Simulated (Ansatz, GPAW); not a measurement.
# Work function of a 7-layer slab of Al(111) at several levels

Aim: the work function of both faces of a 7-layer slab of Al(111), and its spread over functionals and bases.

Main program and level: GPAW 26.7.0 and Ansatz 0.2.0; Ansatz plane waves; slab in vacuum with a dipole correction, relaxation, in the first sound run; inputs show where later runs differ.

### 1. The starting structure

The cell holds 7 atoms: 7 Al. Its edges and angles: a = 2.864 Å, b = 2.864 Å, c = 30.030 Å, α = 90.0°, β = 90.0°, γ = 60.0°. Vacuum lies along c.

### 2. Relaxation

The atoms are relaxed first, since the surface dipole, and with it the work function, follows the positions of the outer layers. The lowest 3 atoms are held at bulk positions and keep their forces.

input.yaml reads:

```yaml
crystal:
  lattice:
    - [2.8637824638, 0.0, 0.0]
    - [1.4318912319, 2.4801083646, 0.0]
    - [0.0, 0.0, 30.0296115413]
  atoms:
    - { symbol: Al, position: [0.0, 0.0, 0.2664037125] }
    - { symbol: Al, position: [0.3333333333, 0.3333333333, 0.3442691417] }
    - { symbol: Al, position: [0.6666666667, 0.6666666667, 0.4221345708] }
    - { symbol: Al, position: [0.0, 0.0, 0.5] }
    - { symbol: Al, position: [0.3333333333, 0.3333333333, 0.5778654292] }
    - { symbol: Al, position: [0.6666666667, 0.6666666667, 0.6557308583] }
    - { symbol: Al, position: [0.0, 0.0, 0.7335962875] }
kpoints:
  mp_grid: { grid: [13, 13, 1] }
hamiltonian:
  xc: pbe
scf:
  occupations: { method: fermi_dirac, width: 0.1 }
efield:
  axis: 3
  dipole_correction: true
  ramp_width: 0.05
relax:
  f_tol: 0.02
  max_steps: 60
  constraints: [{ sites: [0, 1, 2] }]
output:
  write_potential: true
  write_density: true
  volumetric_format: npy
```

Started as:

```sh
ansatz run input.yaml --threads 4 --pin off --max-ram 8192MiB --backend cpu --events-out ev --progress --plain --runs-dir out
```

Numbers of over 12 decimals in the logs are rounded to 6 here.

Output:

```text
Engine: ansatz 0.2.0, aarch64-unknown-linux-gnu
Pseudopotentials: kind: paw
Pseudopotential: Al, paw, valence charge 3, recommended cutoff 420 eV (normal), Al.paw.azcp
Functional definition: PBE
  parameter kappa = 0.804
  parameter beta = 0.066725
  exchange = pbe_x(kappa = kappa, mu = beta*pi^2/3)
  correlation = pbe_c(beta = beta)
Crystal: 7 atoms, lattice volume = 213.285 Å³
Basis set: ecut = 420 eV, 4169 PW (Γ), exchange–correlation on 40×40×432 points (8 copies of the dense FFT grid, shifted against one another)
Bands: 18, of which v1, the nominal top of the filled ones, is band 11 counted from 1 (10 counted from 0)
Symmetry: 6 space group operations
k-points: 21 of 169 (time reversal used)
Non-local potential: Al, projectors of the file, l = 0: 2, l = 1: 2, l = 2: 1
PAW form: soft (Blöchl's): semilocal exchange-correlation on the pseudo side does not see the compensation charge
PAW one-centre angular grid: Al, 110 points (default); XC on 64 Gauss nodes
Initial density: superposition of atomic densities (neutral atoms: chi_scale 0, normalization atom), corrected by the library's trained network
Initial wavefunctions: pseudopotential atomic-orbital guess
Functional: x = pbe(κ = 0.804, μ = 0.219515), c = pbe(β = 0.066725)
SCF iter   1: F=—  HF=-3761.808465 eV  |F-HF|=—  |Δ(HF+E_count)|=         —  Δρ=1.17e-3  dr2=5.17e-2  ethr=1.77e-3  p=0.000 e·Å  D=2.10e-14 V/Å  ΔV_dip=-0.00 eV  dr2_dipole=2.41e-6  V_vac-E_F(+/−)=3.98/3.98 eV  ⟨swp⟩=10.1  Hψ=2930  notcnv=0
efield: sawtooth ramp at fractional position 0.9750 (placed from the atoms, in the widest stretch of the axis that holds none; the zero of the levels goes with the place), width 0.0500; the density the first Hamiltonian is built on has a dipole p = 0.000 e·Å; the dipole correction subtracts the counter field D = 2.10e-14 V/Å, which shifts the + side's vacuum level by -0.00 eV against the − side's; the planar-averaged density in the ramp window peaks in size at 9.1e-6 e/Å³
preconditioner: auto → LDOS  [metal: Δε(μ)=0.019 eV  Ē_g=6.900 eV  σ=0.100 eV  W_gap=0.05  n_scr=16 (ndim 8)  ℏωp=11.7 eV  f_vac=0.375  D(μ)=3.28/eV (n_scr^D=14)  β→1.0]
SCF iter   2: F=—  HF=-3761.807006 eV  |F-HF|=—  |Δ(HF+E_count)|=   1.46e-3  Δρ=3.59e-4  dr2=6.24e-4  ethr=2.46e-4  p=0.000 e·Å  D=9.60e-6 V/Å  ΔV_dip=-0.00 eV  dr2_dipole=1.97e-6  V_vac-E_F(+/−)=4.04/4.04 eV  ⟨swp⟩=1.5  Hψ=579  notcnv=0  defer=9
SCF iter   3: F=—  HF=-3761.807072 eV  |F-HF|=—  |Δ(HF+E_count)|=   6.50e-5  Δρ=1.26e-4  dr2=1.85e-4  ethr=2.97e-6  p=0.000 e·Å  D=1.73e-6 V/Å  ΔV_dip=-0.00 eV  dr2_dipole=6.58e-9  V_vac-E_F(+/−)=4.03/4.03 eV  ⟨swp⟩=2.7  Hψ=718  notcnv=0  defer=9
iter 4 did not close the SCF: its close was put off for the readings that it lacked (scf_convergence_deferred on its scf_iter line)
SCF iter   4: F=-3761.807059 eV  HF=-3761.807061 eV  |F-HF|=1.81e-6  |Δ(HF+E_count)|=   1.03e-5  Δρ=2.07e-5  dr2=3.45e-6  ethr=8.79e-7  p=0.000 e·Å  D=1.92e-6 V/Å  ΔV_dip=-0.00 eV  dr2_dipole=3.75e-9  V_vac-E_F(+/−)=4.03/4.03 eV  ⟨swp⟩=2.2  Hψ=527  notcnv=0  defer=9
iter 5 did not close the SCF: its close was put off for the readings that it lacked (scf_convergence_deferred on its scf_iter line)
SCF iter   5: F=-3761.807062 eV  HF=-3761.807062 eV  |F-HF|=1.45e-7  |Δ(HF+E_count)|=   4.07e-7  Δρ=5.81e-6  dr2=9.22e-8  ethr=1.64e-8  p=0.000 e·Å  D=3.51e-7 V/Å  ΔV_dip=-0.00 eV  dr2_dipole=5.08e-14  V_vac-E_F(+/−)=4.03/4.03 eV  ⟨swp⟩=2.5  Hψ=645  notcnv=0  defer=9
SCF iter   6: F=-3761.807062 eV  HF=-3761.807062 eV  |F-HF|=1.17e-9  |Δ(HF+E_count)|=   1.48e-7  Δρ=1.41e-6  dr2=2.10e-8  ethr=4.39e-10  p=0.000 e·Å  D=1.55e-7 V/Å  ΔV_dip=-0.00 eV  dr2_dipole=2.66e-12  V_vac-E_F(+/−)=4.03/4.03 eV  ⟨swp⟩=8.0  Hψ=2652  notcnv=0
SCF 1 converged in 6 iterations: F = -3761.807062 eV  dr2 = 2.10e-8
  greatest PAW one-centre occupation: 0.463 electrons in one spin orbital (limit 2), on the Al atom at site 0 (counted from 0), in its partial waves of l = 0
relax step   1: F+E_penalty+E_count = -3761.80706176 eV  Δ(F+E_penalty+E_count) = +0.000e0 eV  max|allowed force component| = 1.129e-1 eV/Å  Δτ_max = 0.0000 Å  (6 SCF iters, dr2 threshold 1.00e-5 eV, accepted)
Initial density: handed on by an earlier stage of this run
Initial wavefunctions: those handed on with the density
iter 1 solved again at ethr=1.97e-4 eV; its pass at ethr=3.10e-3 eV (dr2=4.15e-2 eV) is discarded
SCF iter   1: F=—  HF=-3761.811332 eV  |F-HF|=—  |Δ(HF+E_count)|=         —  Δρ=1.11e-3  dr2=3.91e-2  ethr=1.97e-4  p=0.000 e·Å  D=1.58e-7 V/Å  ΔV_dip=-0.00 eV  dr2_dipole=3.16e-3  V_vac-E_F(+/−)=4.03/4.03 eV  ⟨swp⟩=1.1  Hψ=1660  notcnv=0  defer=14
efield: sawtooth ramp at fractional position 0.9750 (handed on by an earlier solve), width 0.0500; the density the first Hamiltonian is built on has a dipole p = 0.000 e·Å; the dipole correction subtracts the counter field D = 1.58e-7 V/Å, which shifts the + side's vacuum level by -0.00 eV against the − side's; the planar-averaged density in the ramp window peaks in size at 2.5e-7 e/Å³
preconditioner: auto → LDOS  [metal: Δε(μ)=0.060 eV  Ē_g=6.906 eV  σ=0.100 eV  W_gap=0.15  n_scr=16 (ndim 8)  ℏωp=11.7 eV  f_vac=0.377  D(μ)=3.23/eV (n_scr^D=14)  β→1.0]
SCF iter   2: F=—  HF=-3761.809255 eV  |F-HF|=—  |Δ(HF+E_count)|=   2.08e-3  Δρ=3.09e-4  dr2=1.37e-3  ethr=1.86e-4  p=0.000 e·Å  D=3.35e-4 V/Å  ΔV_dip=-0.01 eV  dr2_dipole=5.61e-4  V_vac-E_F(+/−)=4.02/4.03 eV  ⟨swp⟩=2.0  Hψ=424  notcnv=0  defer=14
SCF iter   3: F=—  HF=-3761.809016 eV  |F-HF|=—  |Δ(HF+E_count)|=   2.38e-4  Δρ=1.42e-4  dr2=2.41e-4  ethr=6.51e-6  p=0.001 e·Å  D=4.42e-4 V/Å  ΔV_dip=-0.01 eV  dr2_dipole=6.96e-6  V_vac-E_F(+/−)=4.01/4.03 eV  ⟨swp⟩=2.1  Hψ=606  notcnv=0  defer=14
SCF iter   4: F=—  HF=-3761.808997 eV  |F-HF|=—  |Δ(HF+E_count)|=   1.91e-5  Δρ=1.48e-5  dr2=1.09e-6  ethr=1.15e-6  p=0.000 e·Å  D=3.99e-4 V/Å  ΔV_dip=-0.01 eV  dr2_dipole=1.61e-8  V_vac-E_F(+/−)=4.01/4.03 eV  ⟨swp⟩=1.6  Hψ=455  notcnv=0  defer=14
SCF iter   5: F=-3761.808999 eV  HF=-3761.808999 eV  |F-HF|=7.81e-8  |Δ(HF+E_count)|=   1.71e-6  Δρ=5.35e-6  dr2=1.93e-7  ethr=3.79e-9  p=0.000 e·Å  D=3.66e-4 V/Å  ΔV_dip=-0.01 eV  dr2_dipole=1.46e-8  V_vac-E_F(+/−)=4.02/4.03 eV  ⟨swp⟩=11.7  Hψ=2965  notcnv=0
SCF 2 converged in 5 iterations: F = -3761.808999 eV  dr2 = 1.93e-7
  Residual-converged pass: ⟨swp⟩=1.0  Hψ=462  notcnv=0  max |occ|·‖R‖ = 7.0e-9 eV (tolerance 1.0e-8 eV)  dr2=1.93e-7  dr2_onsite=1.28e-9  max |Δocc| = 6.6e-11
relax step   2: F+E_penalty+E_count = -3761.80899890 eV  Δ(F+E_penalty+E_count) = -1.937e-3 eV  max|allowed force component| = 4.313e-2 eV/Å  Δτ_max = 0.0619 Å  (5 SCF iters, dr2 threshold 7.97e-7 eV, accepted)
SCF iter   1: F=—  HF=-3761.809280 eV  |F-HF|=—  |Δ(HF+E_count)|=         —  Δρ=1.72e-4  dr2=3.89e-4  ethr=2.92e-5  p=0.000 e·Å  D=3.66e-4 V/Å  ΔV_dip=-0.01 eV  dr2_dipole=7.17e-7  V_vac-E_F(+/−)=4.02/4.03 eV  ⟨swp⟩=2.8  Hψ=1054  notcnv=0  defer=14
efield: sawtooth ramp at fractional position 0.9750 (handed on by an earlier solve), width 0.0500; the density the first Hamiltonian is built on has a dipole p = 0.000 e·Å; the dipole correction subtracts the counter field D = 3.66e-4 V/Å, which shifts the + side's vacuum level by -0.01 eV against the − side's; the planar-averaged density in the ramp window peaks in size at 3.7e-7 e/Å³
preconditioner: auto → LDOS  [metal: Δε(μ)=0.018 eV  Ē_g=6.898 eV  σ=0.100 eV  W_gap=0.04  n_scr=16 (ndim 8)  ℏωp=11.7 eV  f_vac=0.377  D(μ)=3.25/eV (n_scr^D=14)  β→1.0]
SCF iter   2: F=—  HF=-3761.809212 eV  |F-HF|=—  |Δ(HF+E_count)|=   6.75e-5  Δρ=1.15e-4  dr2=9.48e-5  ethr=1.85e-6  p=0.000 e·Å  D=3.62e-4 V/Å  ΔV_dip=-0.01 eV  dr2_dipole=2.30e-6  V_vac-E_F(+/−)=4.02/4.03 eV  ⟨swp⟩=2.6  Hψ=765  notcnv=0  defer=14
SCF iter   3: F=—  HF=-3761.809207 eV  |F-HF|=—  |Δ(HF+E_count)|=   5.38e-6  Δρ=1.85e-5  dr2=3.30e-6  ethr=4.52e-7  p=0.000 e·Å  D=2.82e-4 V/Å  ΔV_dip=-0.01 eV  dr2_dipole=3.83e-8  V_vac-E_F(+/−)=4.02/4.03 eV  ⟨swp⟩=2.3  Hψ=522  notcnv=0  defer=14
SCF iter   4: F=-3761.809207 eV  HF=-3761.809207 eV  |F-HF|=2.40e-9  |Δ(HF+E_count)|=   1.29e-8  Δρ=3.61e-6  dr2=7.96e-8  ethr=4.76e-10  p=0.000 e·Å  D=2.53e-4 V/Å  ΔV_dip=-0.01 eV  dr2_dipole=7.92e-9  V_vac-E_F(+/−)=4.02/4.03 eV  ⟨swp⟩=9.4  Hψ=2999  notcnv=0
SCF 3 converged in 4 iterations: F = -3761.809207 eV  dr2 = 7.96e-8
relax step   3: F+E_penalty+E_count = -3761.80920692 eV  Δ(F+E_penalty+E_count) = -2.080e-4 eV  max|allowed force component| = 3.319e-3 eV/Å  Δτ_max = 0.0076 Å  (4 SCF iters, accepted)
NSCF: frozen V_eff on 21 k-points
the band table was solved once a step of the walk had ended and its energy, with any forces and stress, was formed, with the checks that follow a solve (3667 applications of the Hamiltonian). They found nothing against the state; the energy, forces and stress were not computed again (output.eigenvalues in the input reference)
WARN: The input density's exchange-correlation potential varies sharply where the density is thin. Do not read a vacuum level from v_tot or v_xc, or from such a field of the output density. On a cell that repeats whose density bears no net charge and no dipole along the vacuum's axis use v_es (v_loc + v_h of the components); under efield.dipole_correction with no amplitude use v_es + v_field, which holds any external [...]
SCF converged after 4 iterations
Free energy (F): -3761.809207 eV
Harris-Foulkes:  -3761.809207 eV  (|F-HF|=2.40e-9)
Internal energy: -3761.702586 eV  (E = F + TS)
E sigma→0 (E₀):  -3761.755896 eV
Entropy (-TS):   -0.106621 eV (-15.232 meV/atom)
Fermi energy:    2.494778 eV
Dipole field:    D = 0.000137 V/Å  (p = 0.000161 e·Å, saw-weighted, corrected)
Work function:   Φ+ = 4.0201 eV   Φ− = 4.0243 eV
Levels:          The Fermi level and band energies are counted from a zero that moves with the ramp; work functions are not
--- Per-component energies (eV) ---
  E_band       = -37.014033
  E_kinetic    = 155.551374
  E_local      = -5845.952657  (includes V_loc(G=0)·N_el)
  E_nonlocal   = 72.599022
  E_hartree    = 2902.969084
  E_xc         = -275.866463
  E_vxc        = -199.649045  (∫ρ·V_xc dr)
  E_paw        = -3271.193479  (= ΣΔE_a)
  E_vpaw       = -25.497774  (= ΣTr[D̂ρ^β])
  E_aug_tail   = -0.000015  (compensation charges beyond the density's cutoff)
  E_efield     = 0.000000  (sawtooth field / dipole correction)
  E_vefield    = 0.000063  (∫n·V_field dr)
  E_ewald      = 2500.190549
  E_smearing   = -0.106621  (= −TS)
  E_closure    = 0.000000  (closes the sum)
  Σ components = -3761.809207   (vs F -3761.809207, Δ=0.00e0)
--- Forces (eV/Å), atoms counted from 1 ---
  atom   1  Al     0.00000000    -0.00000000    -0.02165457
  atom   2  Al    -0.00000000     0.00000000     0.11084077
  atom   3  Al     0.00000000     0.00000000    -0.08599365
  atom   4  Al     0.00000000     0.00000000    -0.00084528
  atom   5  Al    -0.00000000    -0.00000000    -0.00331923
  atom   6  Al    -0.00000000     0.00000000     0.00228286
  atom   7  Al    -0.00000000     0.00000000    -0.00130799
  max |Σ_I F_I| component: 2.92e-6 eV/Å
--- Band table (eV; the first three rows and the last of 21) ---
  k-point 0: bands = [... 7 lower, -1.3053, 0.5313, 2.3802, 4.1670, 5.5956, 6.2307, 7.1695, 7.2596, ... 3 higher]
  k-point 1: bands = [... 7 lower, -1.1724, 0.6644, 2.5111, 4.2960, 5.7278, 6.3702, 7.2997, 7.3949, ... 3 higher]
  k-point 2: bands = [... 7 lower, -0.7741, 1.0611, 2.8981, 4.6697, 6.1013, 6.7757, 7.5854, 7.7734, ... 3 higher]
  k-point 20: bands = [... 7 lower, 0.3030, 0.7811, 0.8042, 0.8678, 1.4609, 1.7728, 2.1637, 2.9552, ... 3 higher]
--- Relaxed structure (3 steps of the walk, 3 accepted, 0 SCFs on fresh bases) ---
  F+E_penalty+E_count = -3761.80920692 eV   max|allowed force component| = 3.319e-3 eV/Å
  atoms:
    - { symbol: Al, position: [0.0, 0.0, 0.266404] }
    - { symbol: Al, position: [0.333333, 0.333333, 0.3442691417] }
    - { symbol: Al, position: [0.666667, 0.666667, 0.4221345708] }
    - { symbol: Al, position: [3.034739519245841e-19, 0, 0.499609] }
    - { symbol: Al, position: [0.333333, 0.333333, 0.577032] }
    - { symbol: Al, position: [0.666667, 0.666667, 0.653693] }
    - { symbol: Al, position: [1.4121477013986336e-18, 0, 0.731777] }
```

The job ended after 6.3 s (4 threads of Arm Neoverse V1, shared host; peak memory 0.47 GiB).

The steps of the relaxation:

| step | energy less that of the first step (eV) | largest force component (eV/Å) |
| --- | --- | --- |
| 1 | 0.0000 | 0.1129 |
| 2 | -0.0019 | 0.0431 |
| 3 | -0.0021 | 0.0033 |

Forces are held to the 6 operations that the run works with; a distortion that breaks them can't arise in this run.

The atoms that moved most (Å):

| atom | dx | dy | dz | length |
| --- | --- | --- | --- | --- |
| Al6 | 0.000 | 0.000 | -0.061 | 0.061 |
| Al7 | 0.000 | 0.000 | -0.055 | 0.055 |
| Al5 | 0.000 | 0.000 | -0.025 | 0.025 |
| Al4 | 0.000 | 0.000 | -0.012 | 0.012 |

Numbers from this step:

| Property | Result |
| --- | --- |
| free energy | -3761.8092 eV |
| smearing term TS | 0.1066 eV |
| symmetry operations | 6 |
| upper work function | 4.020 eV |
| lower work function | 4.024 eV |
| dipole along the normal | 1.61e-4 e·Å |
| dipole field | 1.37e-4 V/Å |
| vacuum level above | 6.515 eV |
| vacuum level below | 6.519 eV |

The electrostatic potential energy of an electron (with the applied field's), less the Fermi level, planar mean oscillates, so the rows of the table below give means over windows of 2.36 Å about each position, cut where the curve ends. Its maxima inside the range that stand out by 2 % of the span (Å: eV): 9.2: -0.466, 11.5: -0.443, 13.9: -0.597, 16.1: -0.561, 18.5: -0.631, 20.9: -0.476. Its minima: 8.1: -7.26, 10.3: -7.39, 12.7: -7.34, 15.0: -7.33, 17.4: -7.34, 19.6: -7.39, 22.0: -7.27.

Electrostatic potential energy of an electron (with the applied field's), less the Fermi level, planar mean against z; means over each step:

| z (Å) | electrostatic potential energy of an electron (with the applied field's), less the Fermi level, planar mean (eV) |
| --- | --- |
| 1.18 | 4.03 |
| 3.54 | 4.02 |
| 5.90 | 3.15 |
| 8.26 | -4.49 |
| 10.62 | -4.56 |
| 12.98 | -4.57 |
| 15.34 | -4.59 |
| 17.70 | -4.64 |
| 20.06 | -4.57 |
| 22.42 | -3.59 |
| 24.78 | 3.86 |
| 27.14 | 4.02 |
| 29.50 | 4.02 |

The valence density, planar mean by z:

z (Å), valence density, planar mean (e/Å³) and a bar:
```
        3      0.000 
        4      0.000 
        5      0.001 
        6      0.012 ##
        7      0.105 #################
        8      0.184 #############################
        9      0.177 ############################
       10      0.181 #############################
       11      0.184 ##############################
       12      0.182 #############################
       13      0.183 #############################
       14      0.179 #############################
       15      0.181 #############################
       16      0.179 #############################
       17      0.182 #############################
       18      0.186 ##############################
       19      0.187 ##############################
       20      0.181 #############################
       21      0.176 ############################
       22      0.184 #############################
       23      0.101 ################
       24      0.012 ##
       25      0.001 
       26      0.000 
       27      0.000
```

The relaxation lowered the energy of the cell by 0.00215 eV.

(Part 1 of 3 ends here.)

[Logs are printed without paths, hosts, clocks, repeated set-up lines and the standing remarks that a program may print on its own settings, such as how far it seeks lower states.]

[Hosts, paths, dates, database ids (printed as entryN), source tags and the programs' standing remarks are cut or masked in the printed files.]
